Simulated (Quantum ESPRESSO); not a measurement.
# BaTiO3 (R3m): zone-centre phonons

Aim: the zone-centre modes of BaTiO3 (R3m).

Calculated with Quantum ESPRESSO 7.5; DFT LDA, scalar-relativistic, plane waves, GBRV ultrasoft pseudopotentials.

## 1. The starting structure

The structure is trigonal, space group R3m (No. 160). The conventional cell has a = 5.655 Å, b = 5.655 Å, c = 6.955 Å, α = 90.00°, β = 90.00°, γ = 120.00°. Nearest to Ba lie 12 O at 2.79 to 2.89 Å. Ti has 6 O at 1.87 to 2.14 Å nearest. Nearest to O lie 2 Ti at 1.87 to 2.14 Å and 4 Ba at 2.79 to 2.89 Å. Farther neighbours and most contacts between anions are not listed.

As a file:

```cif
data_structure
_symmetry_space_group_name_H-M 'R3m:H'
_symmetry_Int_Tables_number 160
_cell_length_a 5.6547
_cell_length_b 5.6547
_cell_length_c 6.9552
_cell_angle_alpha 90.000
_cell_angle_beta 90.000
_cell_angle_gamma 120.000
_cell_volume 192.60
loop_
_atom_site_label
_atom_site_type_symbol
_atom_site_symmetry_multiplicity
_atom_site_Wyckoff_symbol
_atom_site_fract_x
_atom_site_fract_y
_atom_site_fract_z
_atom_site_occupancy
Ba1 Ba 3 a 0.00000 0.00000 0.00000 1
Ti1 Ti 3 a 0.33333 0.66667 0.15117 1
O1 O 9 b 0.49703 0.99407 0.01157 1
```

## 2. A first look

Before anything dear is run, a loose run with smearing shows whether this is a metal and how far the cell is from rest.

The input, probe.in:

```
 &control
    calculation='scf',
    prefix='x',
    outdir='./tmp',
    pseudo_dir='./pseudo',
    tprnfor=.true.,
    tstress=.true.,
    verbosity='high',
 /
 &system
    ibrav=0,
    nat=5,
    ntyp=3,
    ecutwfc=45.0,
    ecutrho=270.0,
    occupations='smearing',
    smearing='gaussian',
    degauss=0.01,
 /
 &electrons
    conv_thr=1.0d-07,
    mixing_beta=0.7,
    electron_maxstep=100,
 /
ATOMIC_SPECIES
 Ba    137.3270  Ba.upf
 Ti     47.8670  Ti.upf
 O      15.9990  O.upf
CELL_PARAMETERS angstrom
     2.827366610    1.632380870    2.318393490
    -2.827366610    1.632380870    2.318393490
     0.000000000   -3.264761740    2.318393490
ATOMIC_POSITIONS crystal
 Ba     0.000000000   0.000000000   0.000000000
 Ti     0.484500000   0.484500000   0.484500000
 O      0.508600000   0.508600000   0.017500000
 O      0.017500000   0.508600000   0.508600000
 O      0.508600000   0.017500000   0.508600000
K_POINTS automatic
 6 6 6 0 0 0
```

Run with:

```console
$ OMP_NUM_THREADS=1 mpirun -n 8 pw.x -nk 8 -in probe.in > probe.out
```

The program printed:

```text
[banners, grids, parts of the stress and lines that vanish by symmetry left out]
Program PWSCF v.7.5
     Message from routine setup:
     using ibrav=0 with symmetry is DISCOURAGED, use correct ibrav instead
[...]
kinetic-energy cutoff     =      45.0000  Ry
     charge density cutoff     =     270.0000  Ry
     scf convergence threshold =      1.0E-07
[...]
Exchange-correlation= SLA  PZ   NOGX NOGC
                           (   1   1   0   0   0   0   0)
[...]
6 Sym. Ops. (no inversion) found
[...]
(     0          1          0      )
                  (     0          0          1      )
[...]
( -0.0000000  1.0000000  0.0000000 )
                  (  0.0000000  0.0000000  1.0000000 )
[...]
(     0          0          1      )
                  (     1          0          0      )
[...]
( -0.8660254 -0.5000000  0.0000000 )
                  ( -0.0000000 -0.0000000  1.0000000 )
[...]
number of k points=    32  Gaussian smearing, width (Ry)=  0.0100
[...]
End of self-consistent calculation
[...]
the Fermi energy is    11.0933 ev
!    total energy              =    -287.20701361 Ry
[...]
convergence has been achieved in   9 iterations
[...]
atom    1 type  1   force =     0.00000000   -0.00000000   -0.00568844
     atom    2 type  2   force =     0.00000000   -0.00000000    0.00164966
     atom    3 type  3   force =     0.00000000    0.00069905    0.00134626
     atom    4 type  3   force =    -0.00060540   -0.00034953    0.00134626
     atom    5 type  3   force =     0.00060540   -0.00034953    0.00134626
[...]
Total force =     0.006479     Total SCF correction =     0.000545
[...]
total   stress  (Ry/bohr**3)                   (kbar)     P=      -47.31
[...]
XML data file, charge density, pseudopotentials, collected wavefunctions

   JOB DONE.
```

It took 6.3 s on 8 MPI ranks of Arm Neoverse V1, shared host.

Read from the output:

```yaml
volume_per_atom: 12.84 Å³
pressure: -4.731 GPa
gap_on_the_k_mesh: 2.341 eV
```

A gap of 2.3 eV opens on this mesh, so the crystal is taken as an insulator; the start stands at -4.7 GPa.

## 3. Relaxation

The harmonic expansion starts where the forces on the atoms vanish, and stress shifts the frequencies, so cell and atoms are relaxed with tight thresholds.

The input, relax.in:

```
 &control
    calculation='vc-relax',
    prefix='x',
    outdir='./tmp',
    pseudo_dir='./pseudo',
    tprnfor=.true.,
    tstress=.true.,
    forc_conv_thr=2.0d-05,
    etot_conv_thr=1.0d-07,
    nstep=40,
 /
 &system
    ibrav=0,
    nat=5,
    ntyp=3,
    ecutwfc=54,
    ecutrho=324.0,
    occupations='fixed',
    nbnd=22,
 /
 &electrons
    conv_thr=1.0d-11,
    mixing_beta=0.7,
    electron_maxstep=100,
 /
 &ions
 /
 &cell
    press_conv_thr=0.2,
 /
ATOMIC_SPECIES
 Ba    137.3270  Ba.upf
 Ti     47.8670  Ti.upf
 O      15.9990  O.upf
CELL_PARAMETERS angstrom
     2.827366610    1.632380870    2.318393490
    -2.827366610    1.632380870    2.318393490
     0.000000000   -3.264761740    2.318393490
ATOMIC_POSITIONS crystal
 Ba     0.000000000   0.000000000   0.000000000
 Ti     0.484500000   0.484500000   0.484500000
 O      0.508600000   0.508600000   0.017500000
 O      0.017500000   0.508600000   0.508600000
 O      0.508600000   0.017500000   0.508600000
K_POINTS automatic
 6 6 6 0 0 0
```

Run with:

```console
$ OMP_NUM_THREADS=1 mpirun -n 8 pw.x -nk 8 -in relax.in > relax.out
```

The program printed:

```text
[banners, grids, parts of the stress and lines that vanish by symmetry left out]
[banner, memory and clock lines left out]
Program PWSCF v.7.5

[...]
kinetic-energy cutoff     =      54.0000  Ry
     charge density cutoff     =     324.0000  Ry
     scf convergence threshold =      1.0E-11
[...]
energy convergence thresh.=      1.0E-07
     force convergence thresh. =      2.0E-05
     press convergence thresh. =      2.0E-01
     Exchange-correlation= SLA  PZ   NOGX NOGC
                           (   1   1   0   0   0   0   0)
[...]
6 Sym. Ops. (no inversion) found
[...]
number of k points=    32
[...]
End of self-consistent calculation
[...]
highest occupied, lowest unoccupied level (ev):     9.9397   12.2804
!    total energy              =    -287.20853918 Ry
[...]
convergence has been achieved in  15 iterations
[...]
atom    1 type  1   force =     0.00000000   -0.00000000   -0.00569532
     atom    2 type  2   force =     0.00000000    0.00000000    0.00166845
     atom    3 type  3   force =     0.00000000    0.00064824    0.00134229
     atom    4 type  3   force =    -0.00056139   -0.00032412    0.00134229
     atom    5 type  3   force =     0.00056139   -0.00032412    0.00134229
     Total force =     0.006472     Total SCF correction =     0.000001
[...]
total   stress  (Ry/bohr**3)                   (kbar)     P=      -48.44
[...]
number of bfgs steps    =   0
[...]
CELL_PARAMETERS (angstrom)
[...]
ATOMIC_POSITIONS (crystal)
Ba              -0.0004333224       -0.0004333224       -0.0004333224
Ti               0.4846269418        0.4846269418        0.4846269418
O                0.5087371507        0.5087371507        0.0175320791
O                0.0175320791        0.5087371507        0.5087371507
[...]
New effective cutoffs (rho, wfc):  329.34   54.91
[...]
End of self-consistent calculation
[...]
highest occupied, lowest unoccupied level (ev):    10.2965   12.6974
!    total energy              =    -287.21051971 Ry
[...]
convergence has been achieved in  10 iterations
[...]
atom    1 type  1   force =    -0.00000000   -0.00000000   -0.00445514
     atom    2 type  2   force =     0.00000000    0.00000000    0.01137184
     atom    3 type  3   force =     0.00000000    0.00703308   -0.00230557
     atom    4 type  3   force =    -0.00609083   -0.00351654   -0.00230557
     atom    5 type  3   force =     0.00609083   -0.00351654   -0.00230557
[...]
convergence has been achieved in   7 iterations
[...]
Total force =     0.000452     Total SCF correction =     0.000000
[...]
total   stress  (Ry/bohr**3)                   (kbar)     P=       -0.03
[...]
number of bfgs steps    =  11
[...]
highest occupied, lowest unoccupied level (ev):    10.5002   12.6256
!    total energy              =    -287.21130633 Ry
[...]
convergence has been achieved in   7 iterations
[...]
Total force =     0.000550     Total SCF correction =     0.000000
[...]
total   stress  (Ry/bohr**3)                   (kbar)     P=       -0.01
[...]
number of bfgs steps    =  11
[...]
resetting bfgs history
[...]
End of self-consistent calculation
[...]
highest occupied, lowest unoccupied level (ev):    10.5003   12.6257
!    total energy              =    -287.21130652 Ry
[...]
convergence has been achieved in   7 iterations
[...]
atom    3 type  3   force =     0.00000000    0.00016981   -0.00001398
     atom    4 type  3   force =    -0.00014706   -0.00008490   -0.00001398
     atom    5 type  3   force =     0.00014706   -0.00008490   -0.00001398
     Total force =     0.000452     Total SCF correction =     0.000000
[...]
total   stress  (Ry/bohr**3)                   (kbar)     P=       -0.03
[...]
number of bfgs steps    =  11
[...]
CELL_PARAMETERS (angstrom)
[...]
ATOMIC_POSITIONS (crystal)
[...]
New effective cutoffs (rho, wfc):  332.04   55.50
[...]
End of self-consistent calculation
[...]
highest occupied, lowest unoccupied level (ev):    10.5002   12.6256
!    total energy              =    -287.21130633 Ry
[...]
convergence has been achieved in   7 iterations
[...]
atom    1 type  1   force =    -0.00000000   -0.00000000    0.00030302
     atom    2 type  2   force =     0.00000000    0.00000000   -0.00025984
     atom    3 type  3   force =    -0.00000000    0.00021834   -0.00001439
     atom    4 type  3   force =    -0.00018909   -0.00010917   -0.00001439
     atom    5 type  3   force =     0.00018909   -0.00010917   -0.00001439
     Total force =     0.000550     Total SCF correction =     0.000000
[...]
total   stress  (Ry/bohr**3)                   (kbar)     P=       -0.01
[...]
number of bfgs steps    =  11
[...]
resetting bfgs history
[...]
End of BFGS Geometry Optimization
[...]
CELL_PARAMETERS (angstrom)
[...]
ATOMIC_POSITIONS (crystal)
[...]
O                0.0129643246        0.5082988410        0.5082988410
O                0.5082988410        0.0129643246        0.5082988410
[...]
New effective cutoffs (rho, wfc):  332.04   55.50
[...]
XML data file, charge density, pseudopotentials, collected wavefunctions
```

Elapsed: 3.6 min, on 8 MPI ranks.

The run stopped without converging: the relaxation ran out of steps.

## 4. Relaxing the cell and atoms

The search is taken up again from its last cell, with wider thresholds.

The input, relax.in:

```
 &control
    calculation='vc-relax',
    prefix='x',
    outdir='./tmp',
    pseudo_dir='./pseudo',
    tprnfor=.true.,
    tstress=.true.,
    forc_conv_thr=1.0d-04,
    etot_conv_thr=1.0d-06,
    nstep=40,
 /
 &system
    ibrav=0,
    nat=5,
    ntyp=3,
    ecutwfc=54,
    ecutrho=324.0,
    occupations='fixed',
    nbnd=22,
 /
 &electrons
    conv_thr=1.0d-11,
    mixing_beta=0.7,
    electron_maxstep=100,
 /
 &ions
 /
 &cell
    press_conv_thr=0.5,
 /
ATOMIC_SPECIES
 Ba    137.3270  Ba.upf
 Ti     47.8670  Ti.upf
 O      15.9990  O.upf
CELL_PARAMETERS angstrom
     2.795122996    1.613765014    2.286339651
    -2.795122996    1.613765014    2.286339651
     0.000000000   -3.227530028    2.286339651
ATOMIC_POSITIONS crystal
 Ba    -0.000676876  -0.000676876  -0.000676876
 Ti     0.490314870   0.490314870   0.490314870
 O      0.508298841   0.508298841   0.012964325
 O      0.012964325   0.508298841   0.508298841
 O      0.508298841   0.012964325   0.508298841
K_POINTS automatic
 6 6 6 0 0 0
```

The program printed:

```text
[banners, grids, parts of the stress and lines that vanish by symmetry left out]
[banner, memory and clock lines left out]
Program PWSCF v.7.5

[...]
kinetic-energy cutoff     =      54.0000  Ry
     charge density cutoff     =     324.0000  Ry
     scf convergence threshold =      1.0E-11
[...]
energy convergence thresh.=      1.0E-06
     force convergence thresh. =      1.0E-04
     press convergence thresh. =      5.0E-01
     Exchange-correlation= SLA  PZ   NOGX NOGC
                           (   1   1   0   0   0   0   0)
[...]
6 Sym. Ops. (no inversion) found
[...]
number of k points=    32
[...]
End of self-consistent calculation
[...]
highest occupied, lowest unoccupied level (ev):    10.5003   12.6257
!    total energy              =    -287.21110935 Ry
[...]
convergence has been achieved in  15 iterations
[...]
atom    1 type  1   force =    -0.00000000    0.00000000    0.00025982
     atom    2 type  2   force =    -0.00000000   -0.00000000   -0.00022320
     atom    3 type  3   force =    -0.00000000    0.00016728   -0.00001221
     atom    4 type  3   force =    -0.00014487   -0.00008364   -0.00001221
     atom    5 type  3   force =     0.00014487   -0.00008364   -0.00001221
     Total force =     0.000449     Total SCF correction =     0.000001
[...]
total   stress  (Ry/bohr**3)                   (kbar)     P=       -0.25
[...]
number of bfgs steps    =   0
[...]
CELL_PARAMETERS (angstrom)
[...]
ATOMIC_POSITIONS (crystal)
Ba              -0.0006568307       -0.0006568307       -0.0006568307
Ti               0.4902976503        0.4902976503        0.4902976503
O                0.5083070416        0.5083070416        0.0129450981
O                0.0129450981        0.5083070416        0.5083070416
[...]
New effective cutoffs (rho, wfc):  323.98   54.00
[...]
End of self-consistent calculation
[...]
highest occupied, lowest unoccupied level (ev):    10.5022   12.6280
!    total energy              =    -287.21110916 Ry
[...]
convergence has been achieved in   5 iterations
[...]
atom    1 type  1   force =     0.00000000   -0.00000000    0.00020748
     atom    2 type  2   force =     0.00000000    0.00000000   -0.00013528
     atom    3 type  3   force =    -0.00000000    0.00013477   -0.00002407
     atom    4 type  3   force =    -0.00011671   -0.00006738   -0.00002407
     atom    5 type  3   force =     0.00011671   -0.00006738   -0.00002407
     Total force =     0.000343     Total SCF correction =     0.000002
[...]
total   stress  (Ry/bohr**3)                   (kbar)     P=       -0.02
[...]
number of bfgs steps    =   1
[...]
resetting bfgs history
[...]
CELL_PARAMETERS (angstrom)
[...]
ATOMIC_POSITIONS (crystal)
[...]
New effective cutoffs (rho, wfc):  323.98   54.00
[...]
End of self-consistent calculation
[...]
highest occupied, lowest unoccupied level (ev):    10.5022   12.6280
!    total energy              =    -287.21110916 Ry
[...]
convergence has been achieved in   3 iterations
[...]
atom    1 type  1   force =     0.00000000    0.00000000    0.00020769
     atom    2 type  2   force =     0.00000000    0.00000000   -0.00013534
     atom    3 type  3   force =    -0.00000000    0.00013480   -0.00002412
     atom    4 type  3   force =    -0.00011674   -0.00006740   -0.00002412
     atom    5 type  3   force =     0.00011674   -0.00006740   -0.00002412
     Total force =     0.000343     Total SCF correction =     0.000001
[...]
total   stress  (Ry/bohr**3)                   (kbar)     P=       -0.02
[...]
number of bfgs steps    =   1
[...]
resetting bfgs history
     Message from routine bfgs:
[...]
CELL_PARAMETERS (angstrom)
[...]
ATOMIC_POSITIONS (crystal)
[...]
New effective cutoffs (rho, wfc):  323.98   54.00
[...]
End of self-consistent calculation
[...]
highest occupied, lowest unoccupied level (ev):    10.5022   12.6280
!    total energy              =    -287.21110916 Ry
[...]
convergence has been achieved in   1 iterations
[...]
atom    1 type  1   force =    -0.00000000    0.00000000    0.00020765
     atom    2 type  2   force =    -0.00000000    0.00000000   -0.00013519
     atom    3 type  3   force =     0.00000000    0.00013488   -0.00002416
     atom    4 type  3   force =    -0.00011681   -0.00006744   -0.00002416
     atom    5 type  3   force =     0.00011681   -0.00006744   -0.00002416
     Total force =     0.000343     Total SCF correction =     0.000001
[...]
total   stress  (Ry/bohr**3)                   (kbar)     P=       -0.02
[...]
Message from routine bfgs:
[...]
bfgs failed after   4 scf cycles and   1 bfgs steps, convergence not achieved
[...]
End of BFGS Geometry Optimization
     Final enthalpy           =    -287.2111091624 Ry
     File ./tmp/x.bfgs deleted, as requested
[...]
CELL_PARAMETERS (angstrom)
[...]
ATOMIC_POSITIONS (crystal)
[...]
O                0.0129450968        0.5083070421        0.5083070421
O                0.5083070421        0.0129450968        0.5083070421
[...]
XML data file, charge density, pseudopotentials, collected wavefunctions
```

Wall time 19 s (8 MPI ranks).

The run stopped without converging: the BFGS search stopped short of its thresholds.

## 5. Summary of results

| Item | Value |
| --- | --- |
| last step | not converged: the BFGS search stopped short of its thresholds |

The chain ended before any phonons were found, so nothing is said of the vibrations.

[Host names and launcher messages were left out of these logs when they were recorded.]

[Logs are printed without paths, hosts, clocks, repeated set-up lines and the standing remarks that a program may print on its own settings, such as how far it seeks lower states.]

[Hosts, paths, dates, database ids (printed as entryN), source tags and the programs' standing remarks are cut or masked in the printed files.]
